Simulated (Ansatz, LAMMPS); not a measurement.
# Molecular dynamics of glassy 85GeO2-15Li2O (mol %) (78 atoms)

Aim: follow glassy 85GeO2-15Li2O (mol %) (78 atoms) for a short time with forces from DFT, then look at structure and electrons in the last frame.

Program: Ansatz 0.2.0. Level of theory: Kohn-Sham DFT, PBE, PAW (set soft_2), plane waves. Results are calculated unless marked as measured.

### Step 1. Set-up

The cell holds 78 atoms: 22 Ge, 8 Li and 48 O. Cell: a = 10.364 Å, b = 10.364 Å, c = 10.364 Å, α = 90.0°, β = 90.0°, γ = 90.0°. 78 atoms (22 Ge, 8 Li, 48 O) placed at random at 3.6 g/cm³, melted at 4000 K for 10 ps at fixed volume with the Morse and Coulomb pair potential with partial charges (Pedone, Malavasi, Menziani, Cormack and Segre, J. Phys. Chem. B 110, 11780 (2006)). Quenched from 4000 K to 300 K at 10 K/ps and fixed volume, held 10 ps at zero pressure.

What the set-up can't give: The quench rate of 10 K/ps is orders of magnitude faster than experiment, which tends to freeze in extra defects. The starting topology of bonds comes from the classical model, and needn't be the one that DFT or experiment would give. The Brillouin zone is sampled at Γ only, in a cell whose shortest periodic width is 10 Å.

### Step 2. Single point at the start

A single point comes first, to see the forces before anything moves.

The input, input.yaml:

```yaml
crystal:
  lattice:
    - [10.36408, 0.0, 0.0]
    - [0.0, 10.36408, 0.0]
    - [0.0, 0.0, 10.36408]
  atoms:
    - { symbol: Ge, position: [0.98795, 0.98284, 0.34205] }
    - { symbol: Ge, position: [0.64539, 0.64199, 0.44172] }
    - { symbol: Ge, position: [0.27933, 0.99261, 0.66214] }
    - { symbol: Ge, position: [0.32802, 0.10093, 0.95235] }
    [... 68 atom lines left out ...]
    - { symbol: O, position: [0.82934, 0.18514, 0.67964] }
    - { symbol: O, position: [0.63532, 0.21493, 0.50241] }
    - { symbol: O, position: [0.96882, 0.25145, 0.12733] }
    - { symbol: O, position: [0.15323, 0.37728, 0.43662] }
    - { symbol: O, position: [0.05327, 0.67366, 0.80733] }
    - { symbol: O, position: [0.46891, 0.10352, 0.05217] }
kpoints:
  mp_grid: { grid: [1, 1, 1] }
hamiltonian:
  xc: pbe
scf:
  occupations: { method: fermi_dirac, width: 0.078 }
output:
  forces: true
  stress: true
```

Started as:

```console
$ ansatz run input.yaml --threads 4 --pin off --max-ram 8192MiB --backend cpu --events-out ev --progress --plain --runs-dir out
```

Wall time 19 s (4 threads of Arm Neoverse N1, shared host); peak memory 1.5 GiB.

Numbers from this run:

```yaml
free_energy: -123361.0188 eV
free_energy_per_atom: -1581.5515 eV/atom
scf_cycles: 9
pressure: 6.845 GPa
r_m_s_force_component: 1.172 eV/Å
longest_force: 4.455 eV/Å
fermi_energy: 4.712 eV
```

The r.m.s. force component of 1.2 eV/Å and the pressure of 6.8 GPa set the starting point.

Neighbours are counted within 2.08 Å (O-Ge), 2.58 Å (O-Li).

Length of the force by element and coordination:

```tsv
element	coordination	atoms	mean length of the force (eV/Å)	spread	least	most
Ge	all	22	1.90	0.780	0.677	3.64
Li	all	8	0.661	0.302	0.295	1.31
Li	2	1	0.888	0	0.888	0.888
Li	3	4	0.785	0.303	0.593	1.31
Li	4	2	0.482	0.165	0.317	0.647
Li	5	1	0.295	0	0.295	0.295
O	all	48	1.94	0.944	0.312	4.46
O	2	31	1.68	0.851	0.312	4.34
O	3	15	2.37	0.957	0.860	4.46
O	4	2	2.78	0.442	2.34	3.23
```

### Step 3. Dynamics at 900 K

A Langevin thermostat couples each atom to a heat bath, at the price of damped dynamics. The time step is 1.0 fs.

input.yaml: that of step 2 with these lines changed.

```diff
@@ -16 +16,8 @@
   stress: true
+md:
+  timestep: 1.0
+  n_steps: 330
+  ensemble: nvt_langevin
+  temperature: 900
+  initial_velocities: maxwell_boltzmann
+  seed: 9359
```

Run time: 82 min. Hardware: 4 threads; peak memory 1.6 GiB.

The walk was cut short by its limit. What follows describes the steps that were made.

The trajectory, sampled:

```tsv
time (fs)	T (K)	potential (meV/atom)
0.0	888	0.0
20.0	975	-25.1
41.0	779	12.6
61.0	896	-7.8
82.0	891	-11.0
102.0	808	3.1
122.0	980	-1.8
143.0	764	30.7
163.0	974	9.6
184.0	874	17.9
204.0	912	16.4
224.0	935	18.9
245.0	1065	3.5
265.0	973	11.5
286.0	1042	4.6
306.0	897	14.9
```

Mean square displacement from the first frame to the last: Ge 0.10 Å², Li 0.58 Å², O 0.19 Å².

Mean square displacement against time lag:

```tsv
time lag (fs)	Ge (Å²)	Li (Å²)	O (Å²)
1.0	3.3e-5	2.8e-4	1.4e-4
7.0	0.00156	0.0129	0.00660
13.0	0.00505	0.0408	0.0206
20.0	0.0109	0.0848	0.0415
26.0	0.0166	0.125	0.0600
32.0	0.0227	0.164	0.0778
39.0	0.0296	0.205	0.0977
45.0	0.0354	0.237	0.114
51.0	0.0408	0.267	0.131
58.0	0.0466	0.301	0.148
64.0	0.0512	0.332	0.160
70.0	0.0554	0.363	0.171
77.0	0.0601	0.397	0.183
83.0	0.0640	0.424	0.192
89.0	0.0679	0.446	0.201
96.0	0.0721	0.468	0.211
102.0	0.0754	0.482	0.217
108.0	0.0782	0.491	0.222
115.0	0.0809	0.495	0.227
121.0	0.0828	0.493	0.231
127.0	0.0844	0.487	0.235
134.0	0.0858	0.474	0.240
140.0	0.0866	0.461	0.243
146.0	0.0871	0.448	0.247
153.0	0.0873	0.433	0.250
```

Over the second half of 306 fs the temperature averages 959 K with swings of 61 K r.m.s. From first frame to last Li has the largest mean square displacement, 0.58 Å² at the end; the farthest move is 1.06 Å. The run spans 0.31 ps, too short for its means to be equilibrium values.

### Step 4. Structure statistics late in the run

The g(r) is a mean over the second half; what follows it is taken at the last frame.

Bonds before and after, by the cutoffs listed below:

```tsv
pair	bonds before	bonds after	mean before (Å)	mean after (Å)	spread before (Å)	spread after (Å)
O-Ge	88	89	1.730	1.801	0.041	0.087
```

Density 3.61 g/cm³, 14.27 Å³ an atom.

Mean of 14 frames. Pair distribution functions g(r), in bins of 0.2 Å:

```tsv
r (Å)	total	O-O	O-Ge	O-Li	Ge-Ge	Ge-Li	Li-Li
1.50	0.02	0.00	0.02	0.07	0.00	0.00	0.00
1.70	2.46	0.00	6.50	1.64	0.00	0.00	0.00
1.90	2.10	0.00	4.75	3.59	0.00	0.00	0.00
2.10	0.31	0.00	0.23	1.79	0.00	0.00	0.21
2.30	0.16	0.01	0.09	0.81	0.00	0.00	2.24
2.50	0.35	0.52	0.09	0.57	0.00	0.23	3.30
2.70	0.96	2.05	0.04	0.54	0.00	0.99	3.94
2.90	1.39	2.91	0.16	0.66	0.18	2.00	1.90
3.10	1.30	2.21	0.36	0.73	1.23	2.23	1.64
3.30	0.97	0.96	0.49	0.61	2.79	2.05	1.46
3.50	0.92	0.78	0.69	0.73	2.50	1.58	0.24
3.70	0.83	0.63	1.03	0.89	0.74	0.96	0.51
3.90	0.88	0.53	1.30	1.19	0.55	0.45	0.45
4.10	1.04	0.53	1.57	1.39	0.97	0.52	0.65
4.30	1.14	0.59	1.89	1.18	0.70	0.52	1.92
4.50	1.19	0.74	1.82	1.35	0.75	0.60	1.66
4.70	1.10	0.98	1.22	1.21	0.99	1.02	1.29
4.90	1.02	1.18	0.72	1.16	1.38	0.95	1.07
5.10	0.96	1.27	0.57	0.91	1.29	0.98	0.80
```

Bonds by pair of elements; cutoffs follow the first minimum of g(r), held within bounds set by covalent radii, and pairs that aren't listed don't count as bonded:

```tsv
pair A-B	cutoff (Å)	bonds	mean length (Å)	spread (Å)	shortest (Å)	B about A	A about B
O-Ge	2.27	89	1.80	0.087	1.65	1.85	4.04
O-Li	2.58	30	2.05	0.254	1.59	0.625	3.75
```

The cutoff for O-Li falls short of the minimum of g(r), so counts run low and odd coordinations can be artefacts.

How many atoms have how many bonded neighbours:

```tsv
element	mean	2	3	4	5
Ge	4.04	0	0	21	1
Li	3.75	1	1	5	1
O	2.48	27	19	2	0
```

Bond angles (no mean is given where the spread exceeds 20°):

```tsv
angle	count	mean (°)	spread (°)
O-Ge-O	136	109	12.2
O-Li-O	44	-	-
Ge-O-Li	43	-	-
Ge-O-Ge	42	138	16
Li-O-Li	11	93.8	17
```

Oxygen atoms by the number of network formers (Si, P, Ge, B, Al, As, Ga) bound to them:

```tsv
network formers bound to O	O atoms	per cent
0	0	0
1	8	16.7
2	39	81.2
3	1	2.1
```

Network units: each former by its oxygen neighbours and how many of them bridge to another former:

```tsv
former	O neighbours	bridging O	atoms
Ge	4	2	2
Ge	4	3	4
Ge	4	4	15
Ge	5	5	1
```

Bond length by coordination (bonds to H left out):

```tsv
element	coordination	atoms	mean bond length (Å)
Ge	4	21	1.79
Ge	5	1	1.99
Li	2	1	2.02
Li	3	1	1.92
Li	4	5	2.05
Li	5	1	2.15
O	2	27	1.79
O	3	19	1.92
O	4	2	2.00
```

Rings of the network by King's shortest-path rule, up to 12 atoms, one path for each pair of neighbours; H, halogens, alkali and alkaline-earth atoms are left out, and the last column divides by all other atoms, bonded or not:

```tsv
ring size (atoms)	rings	per network atom
6	1	0.014
8	2	0.029
10	5	0.071
12	10	0.143
```

First main peaks of g(r), for some of the pairs, lie near 3.0 Å (O-O), 1.8 Å (O-Ge), 1.8 Å (O-Li), 3.3 Å (Ge-Ge) and 3.0 Å (Ge-Li). The O-Ge-O angle averages 109° with a spread of 12°. 81 % of the oxygens bridge two formers (Ge) and 17 % are non-bridging; 2 % join three. The commonest Ge unit has 4 oxygens, 4 of them shared with other formers (15 of 22 atoms). Rings of 12 atoms are the most common (56 % of those counted); sizes run from 6 to 12, where the search stops.

### Step 5. What came out

| Property | Result |
| --- | --- |
| mean temperature, second half | 959.3 K |
| temperature swing, second half | 60.89 K |
| mean pressure, second half | -0.5786 GPa |
| wall time of the 2 DFT runs | 82 min |

Over the second half of 306 fs the temperature averages 959 K with swings of 61 K r.m.s. The run spans 0.31 ps, too short for its means to be equilibrium values. 81 % of the oxygens bridge two formers (Ge) and 17 % are non-bridging; 2 % join three.

What to keep in mind: The force components of 1.2 eV/Å r.m.s. reflect the temperature of the frame as well as the gap between the generating potential and DFT. The pressure of 6.8 GPa is that of one thermal frame at a volume set beforehand, without the kinetic term.

[Logs are printed without paths, hosts, clocks, repeated set-up lines and the standing remarks that a program may print on its own settings, such as how far it seeks lower states.]

[Hosts, paths, dates, database ids (printed as entryN), source tags and the programs' standing remarks are cut or masked in the printed files.]
